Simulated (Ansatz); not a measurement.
# CrSi2As4 monolayer in a perpendicular field, part 3 of 3

Aim: how the CrSi2As4 monolayer screens a field along its normal, and what the field does to its bands. A positive field points along +c.

Ansatz 0.2.0; plane-wave DFT, PBE-D3(BJ), Ansatz PAW (set soft_1); PAW set soft_1.

So far. Step 3 (Atoms held, field 0): The work function of the upper face is 4.66 eV. Step 4 (Atoms held, field 0.1 V/Å): The dipole is 0.0736 e·Å.

**5. Single point, field -0.1 V/Å**

Input file input.yaml:

```yaml
crystal:
  lattice:
    - [3.6020674941, 0.0, 0.0]
    - [-1.801033747, 3.119481956, 0.0]
    - [0.0, 0.0, 27.722604123]
  atoms:
    - { symbol: As, position: [0.0, 0.0, 0.3246448263], spin: -0.01 }
    - { symbol: Si, position: [0.3333333333, 0.6666666667, 0.3649463898], spin: 0.01 }
    - { symbol: As, position: [0.3333333333, 0.6666666667, 0.4500194262], spin: -0.1 }
    - { symbol: Cr, position: [0.0, 0.0, 0.5], spin: 2.03 }
    - { symbol: As, position: [0.3333333333, 0.6666666667, 0.5499805738], spin: -0.1 }
    - { symbol: Si, position: [0.3333333333, 0.6666666667, 0.6350536102], spin: 0.01 }
    - { symbol: As, position: [0.0, 0.0, 0.6753551737], spin: -0.01 }
magnetization:
  spin_polarized: true
kpoints:
  mp_grid: { grid: [18, 18, 1] }
  band_path:
    path: [[0, 0, 0], [0.5, 0, 0], [0.33333333, 0.33333333, 0], [0, 0, 0]]
    npoints: 16
hamiltonian:
  xc: pbe
  dispersion: d3bj
  pseudopotentials: { kind: paw, azcp: { folder: soft_1 } }
scf:
  occupations: { method: fermi_dirac, width: 0.02585 }
  convergence: { dr2_threshold: 1.0e-10 }
efield:
  axis: 3
  dipole_correction: true
  ramp_position: 0.96
  ramp_width: 0.0801
  amplitude: -0.1
output:
  write_potential: true
  write_density: true
  volumetric_format: npy
```

Launch:

```sh
ansatz run input.yaml --threads 4 --pin off --max-ram 6144MiB --backend cpu --events-out ev --progress --plain --runs-dir out
```

Numbers of over 12 decimals in the logs are rounded to 6 here.

The program printed:

```text
[...]
Crystal: 7 atoms, lattice volume = 311.507 Å³
Basis set: ecut = 420 eV, 5997 PW (Γ)
Bands: 51, of which v1, the nominal top of the filled ones, is band 41 counted from 1 (40 counted from 0)
Symmetry: 6 space group operations
k-points: 37 of 324 (time reversal used)
[...]
Starting moments: Σ|m| = 2.27 μB on 7 of 7 sites
[...]
k-point 0 ↑: bands = [... 37 lower, 0.8038, 0.8038, 0.8553, 0.8553, 3.8356, 3.8356, 3.8874, 3.9390, ... 6 higher]
  k-point 1 ↑: bands = [... 37 lower, 0.6380, 0.6789, 0.7126, 0.7686, 3.5955, 3.7399, 3.7952, 3.9832, ... 6 higher]
  k-point 2 ↑: bands = [... 37 lower, 0.4788, 0.5537, 0.5712, 0.6697, 3.1204, 3.3274, 3.6371, 4.0769, ... 6 higher]
  k-point 36 ↓: bands = [... 37 lower, -0.9888, -0.2297, 0.4378, 2.3793, 2.9700, 3.0692, 3.1311, 3.3722, ... 6 higher]
[key lines of the parts left out:]
SCF converged after 2 iterations
Magnetization: 1.9396 μB (41.9698 up, 40.0302 down)
Free energy (F): -24076.630668 eV
Fermi energy:    1.661002 eV
Dipole field:    D = -0.042750 V/Å  (p = -0.073594 e·Å, saw-weighted, corrected)
```

The job ended after 8.1 min (4 threads of Arm Neoverse V1, shared host; peak memory 2.5 GiB).

The dipole is -0.0736 e·Å.

**6. Response, atoms held**

This step: plane-wave DFT, PBE-D3(BJ), Ansatz PAW (set soft_1); response to a field along the normal, atoms held; PAW set soft_1 (Ansatz 0.2.0).

The dipoles give the slope, and the difference of two potentials shows where the field is screened.

Numbers from this step:

| Property | Result |
| --- | --- |
| equivalent conductor thickness p/(ε₀AE) | 11.85 Å |
| distance between the outer atoms | 9.723 Å |

The dipole of the cell by applied field:

| applied field (V/Å) | dipole of the cell (e·Å) |
| --- | --- |
| -0.1000 | -0.0736 |
| 0.0000 | 8.6e-7 |
| 0.1000 | 0.0736 |

The total moment stays at 1.94 μB for applied field from -0.1 to 0.1 V/Å.

Local field over the applied field, running mean. From the potentials at -0.1 and 0.1 V/Å; running mean over 2.5 Å. Table of local field over applied field by z:

| z (Å) | local field over applied field |
| --- | --- |
| 4.5 | 0.998 |
| 5.0 | 0.994 |
| 5.5 | 0.982 |
| 6.0 | 0.952 |
| 6.5 | 0.885 |
| 7.0 | 0.760 |
| 7.5 | 0.592 |
| 8.0 | 0.413 |
| 8.5 | 0.241 |
| 9.0 | 0.111 |
| 9.5 | 0.0555 |
| 10.0 | 0.0482 |
| 10.5 | 0.0531 |
| 11.0 | 0.0678 |
| 11.5 | 0.0699 |
| 12.0 | 0.0491 |
| 12.5 | 0.0374 |
| 13.0 | 0.0350 |
| 13.5 | 0.0233 |
| 14.0 | 0.0190 |
| 14.5 | 0.0307 |
| 15.0 | 0.0366 |
| 15.5 | 0.0415 |
| 16.0 | 0.0619 |
| 16.5 | 0.0723 |
| 17.0 | 0.0590 |
| 17.5 | 0.0491 |
| 18.0 | 0.0496 |
| 18.5 | 0.0766 |
| 19.0 | 0.175 |
| 19.5 | 0.335 |
| 20.0 | 0.513 |
| 20.5 | 0.689 |
| 21.0 | 0.837 |
| 21.5 | 0.929 |
| 22.0 | 0.972 |
| 22.5 | 0.990 |
| 23.0 | 0.996 |
| 23.5 | 0.999 |

The induced electron density oscillates, so the rows of the table below give means over windows of 0.5 Å about each position, cut where the curve ends. Its maxima inside the range that stand out by 2 % of the span (Å: e/Å³ per V/Å): 7.94: 0.00358, 11.12: 4.9e-4, 12.27: 8.1e-4, 14.44: 8.6e-4, 16.03: 1.2e-4, 17.47: 0.00134. Its minima: 10.25: -0.00134, 11.70: -1.2e-4, 13.28: -8.6e-4, 15.45: -8.1e-4, 16.60: -4.9e-4, 19.78: -0.00358.

Electrons, planar mean, per unit field. Induced electron density against z; means over each step:

z (Å), induced electron density (e/Å³ per V/Å) and a bar from the least value:
```
      4.5    0.00001 ###############
      5.0    0.00003 ###############
      5.5    0.00009 ###############
      6.0    0.00024 ################
      6.5    0.00062 ##################
      7.0    0.00146 #####################
      7.5    0.00280 ############################
      8.0    0.00334 ##############################
      8.5    0.00158 ######################
      9.0    0.00066 ##################
      9.5    0.00049 #################
     10.0   -0.00086 ###########
     10.5   -0.00069 ############
     11.0    0.00039 #################
     11.5    0.00010 ###############
     12.0    0.00026 ################
     12.5    0.00065 ##################
     13.0   -0.00022 ##############
     13.5   -0.00062 ############
     14.0    0.00027 ################
     14.5    0.00064 ##################
     15.0   -0.00037 #############
     15.5   -0.00061 ############
     16.0    0.00002 ###############
     16.5   -0.00037 #############
     17.0    0.00008 ###############
     17.5    0.00115 ####################
     18.0    0.00000 ###############
     18.5   -0.00062 ############
     19.0   -0.00095 ###########
     19.5   -0.00274 ##
     20.0   -0.00328 
     20.5   -0.00202 ######
     21.0   -0.00093 ###########
     21.5   -0.00037 #############
     22.0   -0.00014 ##############
     22.5   -0.00005 ###############
     23.0   -0.00002 ###############
     23.5   -0.00001 ###############
```

By hand: between -0.1 and 0.1 V/Å the dipole changes by 0.1472 e·Å, a slope of 0.7359 e·Å²/V. A perfect conductor of thickness t has p = ε₀AEt, so t = 180.95 × 0.7359 / 11.237 = 11.85 Å (e/ε₀ = 180.95 V·Å, A in Å²).

The induced dipole is that of a conductor 11.85 Å thick.

**7. Outcome**

| Item | Value |
| --- | --- |
| gap without field | none |
| work function, upper face | 4.66 eV |
| equivalent conductor thickness, atoms held | 11.9 Å |

What this shows: The induced dipole equals that of a perfect conductor 11.85 Å thick, while the outer atoms lie 9.72 Å apart. There is no gap over 0.03 eV, with or without the field. For an open d or f shell that can be the fault of a semilocal functional without a Hubbard term. The magnetic order is the one reached from the typed start; other orders were not compared. Spin-orbit coupling is left out. The outer anions sit over the metal atoms, one of several polytypes of such layers and not the lowest for every compound.

[Logs are printed without paths, hosts, clocks, repeated set-up lines and the standing remarks that a program may print on its own settings, such as how far it seeks lower states.]

[Hosts, paths, dates, database ids (printed as entryN), source tags and the programs' standing remarks are cut or masked in the printed files.]

[Maps of the electrostatic potential energy from Ansatz leave out the sawtooth potential of an applied field or a dipole correction, so their vacuum need not be flat; planar profiles and work functions include it.]
